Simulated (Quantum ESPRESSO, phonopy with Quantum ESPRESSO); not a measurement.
# BAs (F-43m): phonons against volume, part 7 of 8

Which modes of BAs drive its thermal expansion?

What experiment has found for this phase:
- volume expansion coefficient 11.55 1e-6/K near room temperature (given in “Basic Physical Properties of Cubic Boron Arsenide (three times its linear coefficient)”, 2019, arxiv:1911.11281)
- volume expansion coefficient 10.8 1e-6/K near room temperature (given in “Thermal expansion coefficients of high thermal conducting BAs and BP materials (three times its linear coefficient)”, 2019, arxiv:1906.04101)

Quantum ESPRESSO 7.5; DFT LDA, scalar-relativistic, plane waves, GBRV ultrasoft pseudopotentials.

So far. Step 16 (Lattice dynamics at this volume, V/V0 0.985): The time given is that of the 2 pw.x runs on displaced cells behind this step.

### Step 17. Ground state at this cell, V/V0 1.03

A tight ground state at this cell gives the energy of this member; its pressure is the stress at this cutoff, which can carry an offset from the finite basis.

This step: DFT LDA, scalar-relativistic, plane waves, GBRV ultrasoft pseudopotentials (Quantum ESPRESSO 7.5).

System of this step: BAs. The structure is cubic, space group F-43m (No. 216). The conventional cell has a = 4.795 Å, b = 4.795 Å, c = 4.795 Å, α = 90.00°, β = 90.00°, γ = 90.00°. Nearest to B lie 4 As at 2.08 Å. Nearest to As lie 4 B at 2.08 Å. Farther neighbours are not listed.

scf.in

```
&CONTROL
  calculation = 'scf'
  prefix      = 'x'
  outdir      = './tmp'
  pseudo_dir  = './pseudo'
  tprnfor     = .true.
  tstress     = .true.
/
&SYSTEM
  ibrav       = 0
  nat         = 2
  ntyp        = 2
  ecutwfc     = 40.0
  ecutrho     = 240.0
  occupations = 'fixed'
  nbnd        = 6
/
&ELECTRONS
  conv_thr         = 1.0d-12
  mixing_beta      = 0.7
  electron_maxstep = 100
/
ATOMIC_SPECIES
 B      10.8100  B.upf
 As     74.9216  As.upf
CELL_PARAMETERS angstrom
     0.000000000    2.397548583    2.397548583
     2.397548583    0.000000000    2.397548583
     2.397548583    2.397548583    0.000000000
ATOMIC_POSITIONS crystal
 B      0.000000000   0.000000000   0.000000000
 As     0.250000000   0.250000000   0.250000000
K_POINTS automatic
 10 10 10 0 0 0
```

On the command line:

```
OMP_NUM_THREADS=1 mpirun -n 8 pw.x -nk 8 -in scf.in > scf.out
```

Output:

```text
[banner, memory and clock lines left out]
Program PWSCF v.7.5

     Message from routine setup:
     using ibrav=0 with symmetry is DISCOURAGED, use correct ibrav instead

     G-vector sticks info

     bravais-lattice index     =            0
     lattice parameter (alat)  =       6.4074  a.u.
     unit-cell volume          =     186.0068 (a.u.)^3
     number of atoms/cell      =            2
     number of atomic types    =            2
     number of electrons       =         8.00
[...]
atom    2 type  2   force =    -0.00000000    0.00000000   -0.00000000

     Total force =     0.000000     Total SCF correction =     0.000000

     Computing stress (Cartesian axis) and pressure

          total   stress  (Ry/bohr**3)                   (kbar)     P=      -41.04
[...]
-0.00000000  -0.00027898  -0.00000000           -0.00      -41.04       -0.00
  -0.00000000  -0.00000000  -0.00027898           -0.00       -0.00      -41.04

     XML data file, charge density, pseudopotentials, collected wavefunctions
[key lines of the parts left out:]
!    total energy              =     -46.19153994 Ry
convergence has been achieved in  13 iterations
```

It took 1.7 s on 8 MPI ranks of Arm Neoverse V2, shared host; 13 s of CPU time.

The run ends at a pressure of -4.10 GPa.

### Step 18. Zone-centre response

In a polar crystal the Born charges and ε∞ give the long-range dipole term that a finite supercell misses. They are those of this k-mesh and were not tested on a denser one; where the gap is small they converge slowly, and the LO modes with them.

ph.in

```
phonons
&INPUTPH
  prefix = 'x'
  outdir = './tmp'
  fildyn = 'x.dyn'
  tr2_ph = 1.0d-18
  epsil  = .true.
/
0.000000000 0.000000000 0.000000000
```

scf.in is that of step 17.

On the command line:

```
OMP_NUM_THREADS=1 mpirun -n 8 ph.x -nk 8 -in ph.in > ph.out
```

Output:

```text
[banner, memory and clock lines left out]
Program PHONON v.7.5

     ./tmp/x.save/

     IMPORTANT: XC functional enforced from input :
     Exchange-correlation= PZ
                           (   1   1   0   0   0   0   0)
     Any further DFT definition will be discarded
     Please, verify this is what you really want

     G-vector sticks info

     Reading collected, re-writing distributed wavefunctions in ./tmp/

     Number and degeneracy of irreps per q-point
       N         xq(1)         xq(2)         xq(3)   N irreps
[...]
freq (    1) =      -0.258781 [THz] =      -8.631992 [cm-1]
     freq (    2) =      -0.258781 [THz] =      -8.631992 [cm-1]
     freq (    3) =      -0.258781 [THz] =      -8.631992 [cm-1]
     freq (    4) =      20.411313 [THz] =     680.848117 [cm-1]
     freq (    5) =      20.411313 [THz] =     680.848117 [cm-1]
     freq (    6) =      20.411313 [THz] =     680.848117 [cm-1]
 **************************************************************************

     Mode symmetry, T_d (-43m)  point group:

     freq (   1-   3) =         -8.6  [cm-1]   --> T_2  G_15 P_4   I+R
     freq (   4-   6) =        680.8  [cm-1]   --> T_2  G_15 P_4   I+R
```

Wall time 12 s (8 MPI ranks).

ε∞:

```
9.92 0.00 0.00
0.00 9.92 0.00
0.00 0.00 9.92
```

The Born charges sum to zero within 0.021 e; the rest is removed before use. Acoustic frequencies in this log differ from zero by the error of the sum rule, which ph.x does not impose.

### Step 19. A displaced supercell

One atom (for the harmonic constants) or a pair of atoms (for the cubic ones) is moved by a few hundredths of an ångström; the forces on all atoms give a column of force constants. The threshold is tight because the forces are small.

System of this step: BAs. It takes space group Cm (No. 8, monoclinic). The conventional cell has a = 11.746 Å, b = 6.781 Å, c = 6.781 Å, α = 90.00°, β = 125.26°, γ = 90.00°. Nearest to B lie 4 As at 2.06 to 2.09 Å. Nearest to B lie 4 As at 2.08 Å. B has 4 As at 2.08 Å nearest. Nearest to B lie 4 As at 2.08 Å. Farther neighbours are not listed.

disp-00001.in

```
&CONTROL
  calculation = 'scf'
  prefix      = 'x'
  outdir      = './tmp'
  pseudo_dir  = './pseudo'
  tprnfor     = .true.
  disk_io     = 'none'
/
&SYSTEM
  ibrav       = 0
  nat         = 16
  ntyp        = 2
  ecutwfc     = 40.0
  ecutrho     = 240.0
  occupations = 'fixed'
  nbnd        = 34
/
&ELECTRONS
  conv_thr         = 1.0d-11
  mixing_beta      = 0.7
  electron_maxstep = 100
/
ATOMIC_SPECIES
 B      10.8100  B.upf
 As     74.9216  As.upf
CELL_PARAMETERS angstrom
     0.000000000    4.795097166    4.795097166
     4.795097166    0.000000000    4.795097166
     4.795097166    4.795097166    0.000000000
ATOMIC_POSITIONS crystal
 B      0.002949291   0.000000000   0.000000000
 B      0.500000000   0.000000000   0.000000000
 B      0.000000000   0.500000000   0.000000000
 B      0.500000000   0.500000000   0.000000000
 B      0.000000000   0.000000000   0.500000000
 B      0.500000000   0.000000000   0.500000000
 B      0.000000000   0.500000000   0.500000000
 B      0.500000000   0.500000000   0.500000000
 As     0.125000000   0.125000000   0.125000000
 As     0.625000000   0.125000000   0.125000000
 As     0.125000000   0.625000000   0.125000000
 As     0.625000000   0.625000000   0.125000000
 As     0.125000000   0.125000000   0.625000000
 As     0.625000000   0.125000000   0.625000000
 As     0.125000000   0.625000000   0.625000000
 As     0.625000000   0.625000000   0.625000000
K_POINTS automatic
 4 4 4 0 0 0
```

On the command line:

```
OMP_NUM_THREADS=1 mpirun -n 4 pw.x -nk 4 -in disp-00001.in > disp-00001.out
```

Output:

```text
[banner, memory and clock lines left out]
Program PWSCF v.7.5

     Message from routine setup:
     using ibrav=0 with symmetry is DISCOURAGED, use correct ibrav instead

     G-vector sticks info

     bravais-lattice index     =            0
     lattice parameter (alat)  =      12.8148  a.u.
     unit-cell volume          =    1488.0545 (a.u.)^3
     number of atoms/cell      =           16
     number of atomic types    =            2
     number of electrons       =        64.00
[...]
atom    1 type  1   force =    -0.00032749   -0.00899656   -0.00899656
     atom    2 type  1   force =     0.00000366    0.00061251    0.00061251
     atom    3 type  1   force =     0.00031171   -0.00058881    0.00030063
[...]
atom   15 type  2   force =    -0.00017756   -0.00002844   -0.00002844
     atom   16 type  2   force =     0.00017683   -0.00002761   -0.00002761

     Total force =     0.015185     Total SCF correction =     0.000000
     Message from routine punch:
     Nothing written, as per user request (disk_io='none')
[key lines of the parts left out:]
!    total energy              =    -369.53077185 Ry
convergence has been achieved in  17 iterations
```

The job ended after 86 s (4 MPI ranks; 5.7 min of CPU time).

### Step 20. Phonons, V/V0 1.03

This step: DFT LDA, scalar-relativistic, plane waves, GBRV ultrasoft pseudopotentials (phonopy with Quantum ESPRESSO 4.10.0 / 7.5).

It took 92 s on 8 threads.

No mode is imaginary beyond numerical noise along the path. The highest zone-centre mode (no LO–TO term) moved by -3.0 % for a volume change of +3.0 %.

The time given is that of the 2 pw.x runs on displaced cells behind this step.

### Step 21. Self-consistent run, V/V0 0.97

A tight ground state at this cell gives the energy of this member; its pressure is the stress at this cutoff, which can carry an offset from the finite basis.

This step: DFT LDA, scalar-relativistic, plane waves, GBRV ultrasoft pseudopotentials (Quantum ESPRESSO 7.5).

System of this step: BAs. Symmetry: F-43m, No. 216, cubic system. The conventional cell has a = 4.700 Å, b = 4.700 Å, c = 4.700 Å, α = 90.00°, β = 90.00°, γ = 90.00°. Nearest to B lie 4 As at 2.04 Å. Nearest to As lie 4 B at 2.04 Å. Farther neighbours are not listed.

scf.in, as its differences from that of step 18:

```diff
@@ -26,5 +26,5 @@
 CELL_PARAMETERS angstrom
-     0.000000000    2.397548583    2.397548583
-     2.397548583    0.000000000    2.397548583
-     2.397548583    2.397548583    0.000000000
+     0.000000000    2.350059832    2.350059832
+     2.350059832    0.000000000    2.350059832
+     2.350059832    2.350059832    0.000000000
 ATOMIC_POSITIONS crystal
```

On the command line:

```
OMP_NUM_THREADS=1 mpirun -n 8 pw.x -nk 8 -in scf.in > scf.out
```

Output:

```text
[banner, memory and clock lines left out]
Program PWSCF v.7.5

     Message from routine setup:
     using ibrav=0 with symmetry is DISCOURAGED, use correct ibrav instead

     G-vector sticks info

     bravais-lattice index     =            0
     lattice parameter (alat)  =       6.2805  a.u.
     unit-cell volume          =     175.1715 (a.u.)^3
     number of atoms/cell      =            2
     number of atomic types    =            2
     number of electrons       =         8.00
[...]
atom    2 type  2   force =    -0.00000000   -0.00000000   -0.00000000

     Total force =     0.000000     Total SCF correction =     0.000000

     Computing stress (Cartesian axis) and pressure

          total   stress  (Ry/bohr**3)                   (kbar)     P=       47.71
[...]
-0.00000000   0.00032431  -0.00000000           -0.00       47.71       -0.00
  -0.00000000  -0.00000000   0.00032431           -0.00       -0.00       47.71

     XML data file, charge density, pseudopotentials, collected wavefunctions
[key lines of the parts left out:]
!    total energy              =     -46.19140382 Ry
convergence has been achieved in  26 iterations
```

Wall time 2.2 s (8 MPI ranks); 17 s of CPU time.

The run ends at a pressure of 4.77 GPa.

### Step 22. Zone-centre response

In a polar crystal the Born charges and ε∞ give the long-range dipole term that a finite supercell misses. They are those of this k-mesh and were not tested on a denser one; where the gap is small they converge slowly, and the LO modes with them.

ph.in is that of step 18.

scf.in is that of step 21.

On the command line:

```
OMP_NUM_THREADS=1 mpirun -n 8 ph.x -nk 8 -in ph.in > ph.out
```

Output:

```text
[banner, memory and clock lines left out]
Program PHONON v.7.5

     ./tmp/x.save/

     IMPORTANT: XC functional enforced from input :
     Exchange-correlation= PZ
                           (   1   1   0   0   0   0   0)
     Any further DFT definition will be discarded
     Please, verify this is what you really want

     G-vector sticks info

     Reading collected, re-writing distributed wavefunctions in ./tmp/

     Number and degeneracy of irreps per q-point
       N         xq(1)         xq(2)         xq(3)   N irreps
[...]
freq (    1) =      -0.167912 [THz] =      -5.600955 [cm-1]
     freq (    2) =      -0.167912 [THz] =      -5.600955 [cm-1]
     freq (    3) =      -0.167912 [THz] =      -5.600955 [cm-1]
     freq (    4) =      21.702387 [THz] =     723.913707 [cm-1]
     freq (    5) =      21.702387 [THz] =     723.913707 [cm-1]
     freq (    6) =      21.702387 [THz] =     723.913707 [cm-1]
 **************************************************************************

     Mode symmetry, T_d (-43m)  point group:

     freq (   1-   3) =         -5.6  [cm-1]   --> T_2  G_15 P_4   I+R
     freq (   4-   6) =        723.9  [cm-1]   --> T_2  G_15 P_4   I+R
```

Wall time 12 s (8 MPI ranks).

ε∞:

```
9.67 0.00 0.00
0.00 9.67 0.00
0.00 0.00 9.67
```

The Born charges sum to zero within 0.019 e; the rest is removed before use. Acoustic frequencies in this log differ from zero by the error of the sum rule, which ph.x does not impose.

### Step 23. A displaced supercell

One atom (for the harmonic constants) or a pair of atoms (for the cubic ones) is moved by a few hundredths of an ångström; the forces on all atoms give a column of force constants. The threshold is tight because the forces are small.

System of this step: BAs. It takes space group Cm (No. 8, monoclinic). The conventional cell has a = 11.513 Å, b = 6.647 Å, c = 6.647 Å, α = 90.00°, β = 125.26°, γ = 90.00°. Nearest to B lie 4 As at 2.02 to 2.05 Å. Nearest to B lie 4 As at 2.04 Å. B has 4 As at 2.04 Å nearest. Nearest to B lie 4 As at 2.04 Å. Farther neighbours are not listed.

disp-00001.in, as its differences from that of step 19:

```diff
@@ -26,7 +26,7 @@
 CELL_PARAMETERS angstrom
-     0.000000000    4.795097166    4.795097166
-     4.795097166    0.000000000    4.795097166
-     4.795097166    4.795097166    0.000000000
+     0.000000000    4.700119665    4.700119665
+     4.700119665    0.000000000    4.700119665
+     4.700119665    4.700119665    0.000000000
 ATOMIC_POSITIONS crystal
- B      0.002949291   0.000000000   0.000000000
+ B      0.003008888   0.000000000   0.000000000
  B      0.500000000   0.000000000   0.000000000
```

On the command line:

```
OMP_NUM_THREADS=1 mpirun -n 4 pw.x -nk 4 -in disp-00001.in > disp-00001.out
```

Output:

```text
[banner, memory and clock lines left out]
Program PWSCF v.7.5

     Message from routine setup:
     using ibrav=0 with symmetry is DISCOURAGED, use correct ibrav instead

     G-vector sticks info

     bravais-lattice index     =            0
     lattice parameter (alat)  =      12.5610  a.u.
     unit-cell volume          =    1401.3717 (a.u.)^3
     number of atoms/cell      =           16
     number of atomic types    =            2
     number of electrons       =        64.00
[...]
atom    1 type  1   force =    -0.00039214   -0.01035749   -0.01035749
     atom    2 type  1   force =     0.00000301    0.00071689    0.00071689
     atom    3 type  1   force =     0.00036345   -0.00059477    0.00035327
[...]
atom   15 type  2   force =    -0.00018673   -0.00003490   -0.00003490
     atom   16 type  2   force =     0.00018578   -0.00003383   -0.00003383

     Total force =     0.017629     Total SCF correction =     0.000001
     Message from routine punch:
     Nothing written, as per user request (disk_io='none')
[key lines of the parts left out:]
!    total energy              =    -369.52963973 Ry
convergence has been achieved in  14 iterations
```

Run time: 73 s. Hardware: 4 MPI ranks; 4.9 min of CPU time.

### Step 24. Lattice dynamics at this volume, V/V0 0.97

This step: DFT LDA, scalar-relativistic, plane waves, GBRV ultrasoft pseudopotentials (phonopy with Quantum ESPRESSO 4.10.0 / 7.5).

It took 1.7 min on 8 threads.

Phonopy, LO-TO term from ph.x's tensors. The phonon branches at the labelled points (cm⁻¹):

```csv
point,branch 1,branch 2,branch 3,branch 4,branch 5,branch 6
Γ,0,0,0,724,724,730
halfway,128,128,233,701,701,751
X,190,190,332,669,669,766
halfway,187,211,325,672,674,760
U,176,246,308,679,688,744
jump to K,176,246,308,679,688,744
halfway,107,160,240,710,711,735
Γ,0,0,0,724,724,730
halfway,94,94,221,714,714,736
L,137,137,323,703,703,739
halfway,162,214,310,689,709,729
W,212,241,300,671,710,727
halfway,201,213,320,670,683,753
X,190,190,332,669,669,766
```

The phonon branches as a text plot (rows in cm⁻¹):

```
    750 |  ****************     ***         *********       *****
    718 |*****             *********************************
    686 |     *******  *******                      ************
    654 |            **                                     *****
    623 |
    591 |
    559 |
    527 |
    495 |
    463 |
    431 |
    399 |
    367 |
    335 |          ******                        ****        ****
    303 |         *      *****                 **    ********
    271 |       **            **             **
    239 |     **         *****  *                      ******
    208 |             ***     ** **         *         *  ********
    176 |    *    **********    *          *        *****       *
    144 |     ****          ****   **           ******
    112 |  ***                  ***      **  ***
     80 | ***                    *****     **
     48 | *                        ***  ***
     16 |*                           ****
         Γ           X  U|K            Γ         L        W     X
```

No mode is imaginary beyond numerical noise along the path. The highest zone-centre mode (no LO–TO term) moved by +3.2 % for a volume change of -3.0 %.

The time given is that of the 2 pw.x runs on displaced cells behind this step.

### Step 25. Self-consistent run, V/V0 1.05

A tight ground state at this cell gives the energy of this member; its pressure is the stress at this cutoff, which can carry an offset from the finite basis.

This step: DFT LDA, scalar-relativistic, plane waves, GBRV ultrasoft pseudopotentials (Quantum ESPRESSO 7.5).

System of this step: BAs. Symmetry: F-43m, No. 216, cubic system. Conventional cell: a = 4.826 Å, b = 4.826 Å, c = 4.826 Å, α = 90.00°, β = 90.00°, γ = 90.00°. Nearest to B lie 4 As at 2.09 Å. As has 4 B at 2.09 Å nearest. Farther neighbours are not listed.

scf.in, as its differences from that of step 22:

```diff
@@ -26,5 +26,5 @@
 CELL_PARAMETERS angstrom
-     0.000000000    2.350059832    2.350059832
-     2.350059832    0.000000000    2.350059832
-     2.350059832    2.350059832    0.000000000
+     0.000000000    2.412967326    2.412967326
+     2.412967326    0.000000000    2.412967326
+     2.412967326    2.412967326    0.000000000
 ATOMIC_POSITIONS crystal
```

On the command line:

```
OMP_NUM_THREADS=1 mpirun -n 8 pw.x -nk 8 -in scf.in > scf.out
```

Output:

```text
[banner, memory and clock lines left out]
Program PWSCF v.7.5

     Message from routine setup:
     using ibrav=0 with symmetry is DISCOURAGED, use correct ibrav instead

     G-vector sticks info

     bravais-lattice index     =            0
     lattice parameter (alat)  =       6.4486  a.u.
     unit-cell volume          =     189.6186 (a.u.)^3
     number of atoms/cell      =            2
     number of atomic types    =            2
     number of electrons       =         8.00
[...]
atom    2 type  2   force =     0.00000000    0.00000000    0.00000000

     Total force =     0.000000     Total SCF correction =     0.000000

     Computing stress (Cartesian axis) and pressure

          total   stress  (Ry/bohr**3)                   (kbar)     P=      -65.06
[...]
-0.00000000  -0.00044226  -0.00000000           -0.00      -65.06       -0.00
  -0.00000000  -0.00000000  -0.00044226           -0.00       -0.00      -65.06

     XML data file, charge density, pseudopotentials, collected wavefunctions
[key lines of the parts left out:]
!    total energy              =     -46.19024725 Ry
convergence has been achieved in  13 iterations
```

It took 1.7 s on 8 MPI ranks.

The run ends at a pressure of -6.51 GPa.

### Step 26. Zone-centre response

In a polar crystal the Born charges and ε∞ give the long-range dipole term that a finite supercell misses. They are those of this k-mesh and were not tested on a denser one; where the gap is small they converge slowly, and the LO modes with them.

ph.in is that of step 22.

scf.in is that of step 25.

On the command line:

```
OMP_NUM_THREADS=1 mpirun -n 8 ph.x -nk 8 -in ph.in > ph.out
```

Output:

```text
[banner, memory and clock lines left out]
Program PHONON v.7.5

     ./tmp/x.save/

     IMPORTANT: XC functional enforced from input :
     Exchange-correlation= PZ
                           (   1   1   0   0   0   0   0)
     Any further DFT definition will be discarded
     Please, verify this is what you really want

     G-vector sticks info

     Reading collected, re-writing distributed wavefunctions in ./tmp/

     Number and degeneracy of irreps per q-point
       N         xq(1)         xq(2)         xq(3)   N irreps
[...]
freq (    1) =      -0.316059 [THz] =     -10.542600 [cm-1]
     freq (    2) =      -0.316059 [THz] =     -10.542600 [cm-1]
     freq (    3) =      -0.316059 [THz] =     -10.542600 [cm-1]
     freq (    4) =      20.010372 [THz] =     667.474178 [cm-1]
     freq (    5) =      20.010372 [THz] =     667.474178 [cm-1]
     freq (    6) =      20.010372 [THz] =     667.474178 [cm-1]
 **************************************************************************

     Mode symmetry, T_d (-43m)  point group:

     freq (   1-   3) =        -10.5  [cm-1]   --> T_2  G_15 P_4   I+R
     freq (   4-   6) =        667.5  [cm-1]   --> T_2  G_15 P_4   I+R
```

The job ended after 14 s (8 MPI ranks).

The Born charges sum to zero within 0.021 e; the rest is removed before use. Acoustic frequencies in this log differ from zero by the error of the sum rule, which ph.x does not impose.

[end of part 7 of 8]

[Logs are printed without paths, hosts, clocks, repeated set-up lines and the standing remarks that a program may print on its own settings, such as how far it seeks lower states.]

[Hosts, paths, dates, database ids (printed as entryN), source tags and the programs' standing remarks are cut or masked in the printed files.]

[A step with changed settings may run another functional than the one named; its input shows which.]

[Of the runs on displaced cells, only some may be shown.]
